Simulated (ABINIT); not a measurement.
# Si3Ge (Pm-3m): from the cell to the phonon bands

How does Si3Ge (Pm-3m) vibrate, and is this structure a minimum?

Method: DFT LDA, scalar-relativistic, plane waves, HGH norm-conserving pseudopotentials, in ABINIT 10.8.3.

The structure was built from a prototype and need not be the compound's stable phase.

## (1) Starting point

Symmetry: Pm-3m, No. 221, cubic system. The conventional cell has a = 3.946 Å, b = 3.946 Å, c = 3.946 Å, α = 90.00°, β = 90.00°, γ = 90.00°. Nearest to Ge lie 12 Si at 2.79 Å. Nearest to Si lie 4 Ge at 2.79 Å and 8 Si at 2.79 Å. Farther neighbours are not listed.

Coordinates:

```cif
data_structure
_symmetry_space_group_name_H-M 'P 1'
_symmetry_Int_Tables_number 1
_cell_length_a 3.9459
_cell_length_b 3.9459
_cell_length_c 3.9459
_cell_angle_alpha 90.000
_cell_angle_beta 90.000
_cell_angle_gamma 90.000
_cell_volume 61.44
loop_
_atom_site_label
_atom_site_type_symbol
_atom_site_fract_x
_atom_site_fract_y
_atom_site_fract_z
_atom_site_occupancy
Ge1 Ge 0.00000 0.00000 0.00000 1
Si2 Si 0.00000 0.50000 0.50000 1
Si3 Si 0.50000 0.00000 0.50000 1
Si4 Si 0.50000 0.50000 0.00000 1
```

## (2) A probe with smearing

A first run with smearing and empty bands tells whether the crystal has a gap, which decides between fixed occupations and smearing later on.

File probe.abi:

```
# ground state
tolvrs 1.0d-08
prtden 1
prtwf 1

# basis, mesh and filling
ecut 20.0
ixc 7
ngkpt 4 4 4
nshiftk 1
shiftk 0.0 0.0 0.0
istwfk *1
occopt 7
tsmear 0.005
nband 14
nstep 100
diemac 9.0
prtebands 0
prtgsr 0
useylm 1

# cell and atoms
acell 3*1.0 Angstrom
rprim 
    3.94593932 0.0 0.0
    0.0 3.94593932 0.0
    0.0 0.0 3.94593932
ntypat 2
znucl 32 14
natom 4
typat 1 2 2 2
xred 
    0.0 0.0 0.0
    0.0 0.5 0.5
    0.5 0.0 0.5
    0.5 0.5 0.0
pp_dirpath "./pseudo"
pseudos "Ge.hgh, Si.hgh"
```

Launch:

```console
OMP_NUM_THREADS=1 mpirun -n 4 abinit probe.abi > probe.log
```

Numbers of over 12 decimals in the logs are rounded to 6 here.

probe.abo, the main output file:

```text
[banners, grids, parts of the stress and lines that vanish by symmetry left out]
- input  file    -> probe.abi
- output file    -> probe.abo
- root for input  files -> probei
[...]
Symmetries : space group Pm -3 m (#221); Bravais cP (primitive cubic)
[...]
mpw =        1800          nfft =       32768          nkpt =          10
[...]
== DATASET  1 ==================================================================
[...]
cutoff_energies: {ecut:  20.0, pawecutdg:  -1.0, }
[...]
Exchange-correlation functional for the present dataset will be:
  LDA: Perdew-Wang 92 LSD fit to Ceperley-Alder data - ixc=7
[...]
ETOT  1  -15.799041533841    -1.580E+01 2.611E-02 5.710E+01
 ETOT  2  -15.820111359441    -2.107E-02 4.512E-04 3.038E+00
 ETOT  3  -15.820909494423    -7.981E-04 7.297E-04 5.617E-02
 ETOT  4  -15.820923772256    -1.428E-05 5.929E-04 3.752E-05
 ETOT  5  -15.820923785698    -1.344E-08 4.312E-04 6.745E-08
 ETOT  6  -15.820923785714    -1.572E-11 6.047E-04 3.655E-10
 At SCF step    6       vres2   =  3.65E-10 < tolvrs=  1.00E-08 =>converged.
[...]
sigma(1 1)=  2.09383052E-05  sigma(3 2)=  0.00000000E+00
  sigma(2 2)=  2.09383052E-05  sigma(3 1)=  0.00000000E+00
  sigma(3 3)=  2.09383052E-05  sigma(2 1)=  0.00000000E+00
[...]
convergence: {deltae: -1.572E-11, res2:  3.655E-10, residm:  6.047E-04, diffor: null, }
etotal    :  -1.58209238E+01
[...]
sigma(1 1)=  2.09383052E-05  sigma(3 2)=  0.00000000E+00
  sigma(2 2)=  2.09383052E-05  sigma(3 1)=  0.00000000E+00
  sigma(3 3)=  2.09383052E-05  sigma(2 1)=  0.00000000E+00
[...]
- sigma(1 1)=  6.16026208E-01  sigma(3 2)=  0.00000000E+00
- sigma(2 2)=  6.16026208E-01  sigma(3 1)=  0.00000000E+00
- sigma(3 3)=  6.16026208E-01  sigma(2 1)=  0.00000000E+00
[...]
fcart     -0.0000000000E+00 -0.0000000000E+00 -0.0000000000E+00
           strten      2.0938305213E-05  2.0938305213E-05  2.0938305213E-05
================================================================================

[key lines of the parts left out:]
pressure_GPa:  -6.1603E-01
```

It took 1.7 s on 4 MPI ranks of Arm Neoverse V2, shared host; 6.3 s of CPU time.

This step gave:

```
volume per atom   : 15.36 Å³
pressure          : -0.6160 GPa
gap on the k-mesh : 0 eV
```

No gap opens on this mesh, so smearing is kept; the printed pressure holds the stress of the finite basis too.

## (3) Rough relaxation

The typed start is rough, so a first relaxation with smearing and loose thresholds takes it towards rest cheaply.

File prerelax.abi:

```
# relaxation
ionmov 2
optcell 2
dilatmx 1.15
chkdilatmx 0
ntime 40
tolmxf 3.0d-04
tolvrs 1.0d-10
prtwf 0
prtden 0
chksymtnons 0

# basis, mesh and filling
ecut 21.0
ecutsm 3.0
ixc 7
ngkpt 4 4 4
nshiftk 1
shiftk 0.0 0.0 0.0
istwfk *1
occopt 7
tsmear 0.005
nband 14
nstep 100
diemac 1000000.0
prtebands 0
prtgsr 0
useylm 1

# cell and atoms
acell 3*1.0 Angstrom
rprim 
    3.94593932 0.0 0.0
    0.0 3.94593932 0.0
    0.0 0.0 3.94593932
ntypat 2
znucl 32 14
natom 4
typat 1 2 2 2
xred 
    0.0 0.0 0.0
    0.0 0.5 0.5
    0.5 0.0 0.5
    0.5 0.5 0.0
pp_dirpath "./pseudo"
pseudos "Ge.hgh, Si.hgh"
```

Launch:

```console
OMP_NUM_THREADS=1 mpirun -n 4 abinit prerelax.abi > prerelax.log
```

prerelax.abo, the main output file:

```text
[banners, grids, parts of the stress and lines that vanish by symmetry left out]
- input  file    -> prerelax.abi
- output file    -> prerelax.abo
- root for input  files -> prerelaxi
[...]
Symmetries : space group Pm -3 m (#221); Bravais cP (primitive cubic)
[...]
mpw =        2945          nfft =       46656          nkpt =          10
[...]
== DATASET  1 ==================================================================
[...]
cutoff_energies: {ecut:  21.0, pawecutdg:  -1.0, }
[...]
Exchange-correlation functional for the present dataset will be:
  LDA: Perdew-Wang 92 LSD fit to Ceperley-Alder data - ixc=7
[...]
ETOT  1  -15.798759134557    -1.580E+01 2.284E-02 8.111E+01
 ETOT  2  -15.820699910462    -2.194E-02 2.643E-03 8.105E-01
 ETOT  3  -15.820849244747    -1.493E-04 5.941E-04 1.599E-02
 ETOT  4  -15.820851986975    -2.742E-06 5.277E-04 4.460E-05
[...]
ETOT  5  -15.820870349665    -2.167E-13 3.571E-07 5.701E-12
 At SCF step    5       vres2   =  5.70E-12 < tolvrs=  1.00E-10 =>converged.
[...]
sigma(1 1)= -3.80912410E-07  sigma(3 2)=  0.00000000E+00
  sigma(2 2)= -3.80912410E-07  sigma(3 1)=  0.00000000E+00
  sigma(3 3)= -3.80912410E-07  sigma(2 1)=  0.00000000E+00
[...]
convergence: {deltae: -2.167E-13, res2:  5.701E-12, residm:  3.571E-07, diffor: null, }
etotal    :  -1.58208703E+01
[...]
At Broyd/MD step   3, gradients are converged :
[...]
sigma(1 1)= -3.80912410E-07  sigma(3 2)=  0.00000000E+00
  sigma(2 2)= -3.80912410E-07  sigma(3 1)=  0.00000000E+00
  sigma(3 3)= -3.80912410E-07  sigma(2 1)=  0.00000000E+00
[...]
- sigma(1 1)= -1.12068300E-02  sigma(3 2)=  0.00000000E+00
- sigma(2 2)= -1.12068300E-02  sigma(3 1)=  0.00000000E+00
- sigma(3 3)= -1.12068300E-02  sigma(2 1)=  0.00000000E+00
[...]
fcart     -0.0000000000E+00 -0.0000000000E+00 -0.0000000000E+00
           strten     -3.8091240971E-07 -3.8091240971E-07 -3.8091240971E-07
================================================================================

[key lines of the parts left out:]
pressure_GPa:   1.1207E-02
Total energy (etotal) [Ha]= -1.58208703496651E+01
```

The job ended after 6 s (4 MPI ranks).

Relaxation path:

```
step  energy less that of the first step (eV)  largest force (eV/Å)  volume (Å³)
   1                                   0.0000                0.0000        61.44
   2                                  -0.0002                0.0000        61.36
   3                                  -0.0005                0.0000        61.07
```

```
conventional cell, symmetrised  before  after  change
                         a (Å)   3.946  3.938  -0.2 %
                         b (Å)   3.946  3.938  -0.2 %
                         c (Å)   3.946  3.938  -0.2 %
              volume (Å³/atom)   15.36  15.27  -0.6 %
```

Final coordinates:

```xyz
4
Lattice="3.9380 0.0000 0.0000 0.0000 3.9380 0.0000 0.0000 0.0000 3.9380" Properties=species:S:1:pos:R:3 pbc="T T T"
Ge    0.0000    0.0000    0.0000
Si    0.0000    1.9690    1.9690
Si    1.9690    0.0000    1.9690
Si    1.9690    1.9690    0.0000
```

Read from the output:

```yaml
volume_per_atom: 15.27 Å³
pressure: 0.01121 GPa
```

The volume changes by -0.6 % in this run and stands -0.6 % from the first cell.

## (4) Relaxation

The harmonic expansion needs vanishing forces, and a free crystal bears no stress, so cell and atoms are brought to rest. Stress is more sensitive to the basis than forces are: the last 3 Ha under the cutoff are smoothed with ecutsm, and the cutoff is raised above that of the later runs.

File relax.abi:

```
# relaxation
ionmov 2
optcell 2
dilatmx 1.08
ntime 40
tolmxf 1.0d-05
tolvrs 1.0d-14
prtwf 0
prtden 0
chksymtnons 0

# basis, mesh and filling
ecut 26.0
ecutsm 3.0
ixc 7
ngkpt 6 6 6
nshiftk 1
shiftk 0.0 0.0 0.0
istwfk *1
occopt 3
tsmear 0.01
nband 14
nstep 100
diemac 1000000.0
prtebands 0
prtgsr 0
useylm 1

# cell and atoms
acell 3*1.0 Angstrom
rprim 
    3.93796282 0.0 0.0
    0.0 3.93796282 0.0
    0.0 0.0 3.93796282
ntypat 2
znucl 32 14
natom 4
typat 1 2 2 2
xred 
    0.0 0.0 0.0
    0.0 0.5 0.5
    0.5 0.0 0.5
    0.5 0.5 0.0
pp_dirpath "./pseudo"
pseudos "Ge.hgh, Si.hgh"
```

Launch:

```console
OMP_NUM_THREADS=1 mpirun -n 4 abinit relax.abi > relax.log
```

relax.abo, the main output file:

```text
[banners, grids, parts of the stress and lines that vanish by symmetry left out]
- input  file    -> relax.abi
- output file    -> relax.abo
- root for input  files -> relaxi
[...]
Symmetries : space group Pm -3 m (#221); Bravais cP (primitive cubic)
[...]
mpw =        3328          nfft =       64000          nkpt =          20
[...]
== DATASET  1 ==================================================================
[...]
cutoff_energies: {ecut:  26.0, pawecutdg:  -1.0, }
[...]
Exchange-correlation functional for the present dataset will be:
  LDA: Perdew-Wang 92 LSD fit to Ceperley-Alder data - ixc=7
[...]
ETOT  1  -15.806976436257    -1.581E+01 1.777E-02 1.182E+02
 ETOT  2  -15.832350820716    -2.537E-02 4.248E-03 3.090E+00
 ETOT  3  -15.832782670414    -4.318E-04 4.997E-04 4.778E-02
 ETOT  4  -15.832789287984    -6.618E-06 2.594E-03 6.251E-05
 ETOT  5  -15.832789300273    -1.229E-08 8.435E-05 1.288E-06
[...]
At SCF step    9       vres2   =  2.42E-16 < tolvrs=  1.00E-14 =>converged.
[...]
sigma(1 1)=  2.88487407E-05  sigma(3 2)=  0.00000000E+00
  sigma(2 2)=  2.88487407E-05  sigma(3 1)=  0.00000000E+00
  sigma(3 3)=  2.88487407E-05  sigma(2 1)=  0.00000000E+00
[...]
convergence: {deltae: -4.619E-14, res2:  2.423E-16, residm:  1.606E-05, diffor: null, }
etotal    :  -1.58327893E+01
[...]
ETOT  1  -15.832816241707    -1.583E+01 4.087E-02 4.696E-04
[...]
At SCF step    6       vres2   =  7.06E-15 < tolvrs=  1.00E-14 =>converged.
[...]
sigma(1 1)=  2.16510939E-05  sigma(3 2)=  0.00000000E+00
  sigma(2 2)=  2.16510939E-05  sigma(3 1)=  0.00000000E+00
  sigma(3 3)=  2.16510939E-05  sigma(2 1)=  0.00000000E+00
[...]
convergence: {deltae: -3.091E-13, res2:  7.061E-15, residm:  4.212E-04, diffor: null, }
etotal    :  -1.58328163E+01
[...]
ETOT  1  -15.832849872630    -1.583E+01 1.503E-04 4.235E-03
[...]
At SCF step    7       vres2   =  4.60E-16 < tolvrs=  1.00E-14 =>converged.
[...]
sigma(1 1)= -2.84226490E-07  sigma(3 2)=  0.00000000E+00
  sigma(2 2)= -2.84226490E-07  sigma(3 1)=  0.00000000E+00
  sigma(3 3)= -2.84226490E-07  sigma(2 1)=  0.00000000E+00
[...]
convergence: {deltae: -2.700E-13, res2:  4.601E-16, residm:  1.186E-05, diffor: null, }
etotal    :  -1.58328504E+01
[...]
ETOT  1  -15.832850426238    -1.583E+01 7.335E-06 7.253E-07
[...]
ETOT  4  -15.832850426332    -1.865E-13 2.758E-06 4.284E-13
 ETOT  5  -15.832850426332    -2.238E-13 8.226E-07 2.278E-15
 At SCF step    5       vres2   =  2.28E-15 < tolvrs=  1.00E-14 =>converged.
[...]
sigma(1 1)=  2.77259869E-09  sigma(3 2)=  0.00000000E+00
  sigma(2 2)=  2.77259869E-09  sigma(3 1)=  0.00000000E+00
  sigma(3 3)=  2.77259869E-09  sigma(2 1)=  0.00000000E+00
[...]
convergence: {deltae: -2.238E-13, res2:  2.278E-15, residm:  8.226E-07, diffor: null, }
etotal    :  -1.58328504E+01
[...]
At Broyd/MD step   4, gradients are converged :
[...]
sigma(1 1)=  2.77259869E-09  sigma(3 2)=  0.00000000E+00
  sigma(2 2)=  2.77259869E-09  sigma(3 1)=  0.00000000E+00
  sigma(3 3)=  2.77259869E-09  sigma(2 1)=  0.00000000E+00
[...]
- sigma(1 1)=  8.15726699E-05  sigma(3 2)=  0.00000000E+00
- sigma(2 2)=  8.15726699E-05  sigma(3 1)=  0.00000000E+00
- sigma(3 3)=  8.15726699E-05  sigma(2 1)=  0.00000000E+00
[...]
fcart     -0.0000000000E+00 -0.0000000000E+00 -0.0000000000E+00
           strten      2.7725986940E-09  2.7725986944E-09  2.7725986936E-09
================================================================================

[key lines of the parts left out:]
pressure_GPa:  -8.1573E-05
Total energy (etotal) [Ha]= -1.58328504263324E+01
```

It took 19 s on 4 MPI ranks; 76 s of CPU time.

The steps of the relaxation:

```
step  energy less that of the first step (eV)  largest force (eV/Å)  volume (Å³)
   1                                   0.0000                0.0000        61.07
   2                                  -0.0007                0.0000        60.91
   3                                  -0.0017                0.0000        60.44
   4                                  -0.0017                0.0000        60.45
```

```
conventional cell, symmetrised  before  after  change
                         a (Å)   3.938  3.925  -0.3 %
                         b (Å)   3.938  3.925  -0.3 %
                         c (Å)   3.938  3.925  -0.3 %
              volume (Å³/atom)   15.27  15.11  -1.0 %
```

Numbers from this step:

```
volume per atom : 15.11 Å³
pressure        : -8.16e-5 GPa
```

The volume changes by -1.0 % in this run and stands -1.6 % from the first cell.

## (5) Self-consistent run for the response

First-order wavefunctions inherit every error of the ground state, hence the very tight tolvrs. Smearing stays on, as the first look found no gap above 0.3 eV.

File gs.abi:

```
# ground state
tolvrs 1.0d-16
prtden 1
prtwf 1

# basis, mesh and filling
ecut 20.0
ixc 7
ngkpt 6 6 6
nshiftk 1
shiftk 0.0 0.0 0.0
istwfk *1
occopt 3
tsmear 0.01
nband 14
nstep 100
diemac 1000000.0
prtebands 0
prtgsr 0
useylm 1

# cell and atoms
acell 3*1.0 Angstrom
rprim 
    3.924538893 0.0 0.0
    0.0 3.924538893 0.0
    0.0 0.0 3.924538893
ntypat 2
znucl 32 14
natom 4
typat 1 2 2 2
xred 
    0.0 0.0 0.0
    0.0 0.5 0.5
    0.5 0.0 0.5
    0.5 0.5 0.0
pp_dirpath "./pseudo"
pseudos "Ge.hgh, Si.hgh"
```

Launch:

```console
OMP_NUM_THREADS=1 mpirun -n 4 abinit gs.abi > gs.log
```

gs.abo, the main output file:

```text
[banners, grids, parts of the stress and lines that vanish by symmetry left out]
- input  file    -> gs.abi
- output file    -> gs.abo
- root for input  files -> gsi
[...]
Symmetries : space group Pm -3 m (#221); Bravais cP (primitive cubic)
[...]
mpw =        1775          nfft =       27000          nkpt =          20
[...]
== DATASET  1 ==================================================================
[...]
cutoff_energies: {ecut:  20.0, pawecutdg:  -1.0, }
[...]
Exchange-correlation functional for the present dataset will be:
  LDA: Perdew-Wang 92 LSD fit to Ceperley-Alder data - ixc=7
[...]
ETOT  1  -15.808165483536    -1.581E+01 2.420E-02 5.147E+01
 ETOT  2  -15.831744331253    -2.358E-02 1.277E-03 1.519E+00
 ETOT  3  -15.832245197174    -5.009E-04 3.681E-04 1.827E-02
 ETOT  4  -15.832251161647    -5.964E-06 8.396E-04 1.921E-05
 ETOT  5  -15.832251168512    -6.865E-09 1.514E-04 2.265E-07
[...]
ETOT  9  -15.832251168602    -2.451E-12 9.468E-05 1.883E-16
 ETOT 10  -15.832251168603    -1.288E-12 9.054E-05 7.434E-19
 At SCF step   10       vres2   =  7.43E-19 < tolvrs=  1.00E-16 =>converged.
[...]
sigma(1 1)=  5.28218585E-06  sigma(3 2)=  0.00000000E+00
  sigma(2 2)=  5.28218585E-06  sigma(3 1)=  0.00000000E+00
  sigma(3 3)=  5.28218585E-06  sigma(2 1)=  0.00000000E+00
[...]
convergence: {deltae: -1.288E-12, res2:  7.434E-19, residm:  9.054E-05, diffor: null, }
etotal    :  -1.58322512E+01
[...]
sigma(1 1)=  5.28218585E-06  sigma(3 2)=  0.00000000E+00
  sigma(2 2)=  5.28218585E-06  sigma(3 1)=  0.00000000E+00
  sigma(3 3)=  5.28218585E-06  sigma(2 1)=  0.00000000E+00
[...]
- sigma(1 1)=  1.55407273E-01  sigma(3 2)=  0.00000000E+00
- sigma(2 2)=  1.55407273E-01  sigma(3 1)=  0.00000000E+00
- sigma(3 3)=  1.55407273E-01  sigma(2 1)=  0.00000000E+00
[...]
fcart     -0.0000000000E+00 -0.0000000000E+00 -0.0000000000E+00
           strten      5.2821858465E-06  5.2821858465E-06  5.2821858465E-06
================================================================================

[key lines of the parts left out:]
pressure_GPa:  -1.5541E-01
```

The job ended after 3.9 s (4 MPI ranks; 15 s of CPU time).

Read from the output:

- pressure: -0.1554 GPa

The cell stands at -0.16 GPa: the relaxation ran with a smoothed and higher cutoff, and the difference is a stress of the finite basis.

(Continued in part 2 of 4.)

[Host names and launcher messages were left out of these logs when they were recorded.]

[Logs are printed without paths, hosts, clocks, repeated set-up lines and the standing remarks that a program may print on its own settings, such as how far it seeks lower states.]

[Hosts, paths, dates, database ids (printed as entryN), source tags and the programs' standing remarks are cut or masked in the printed files.]
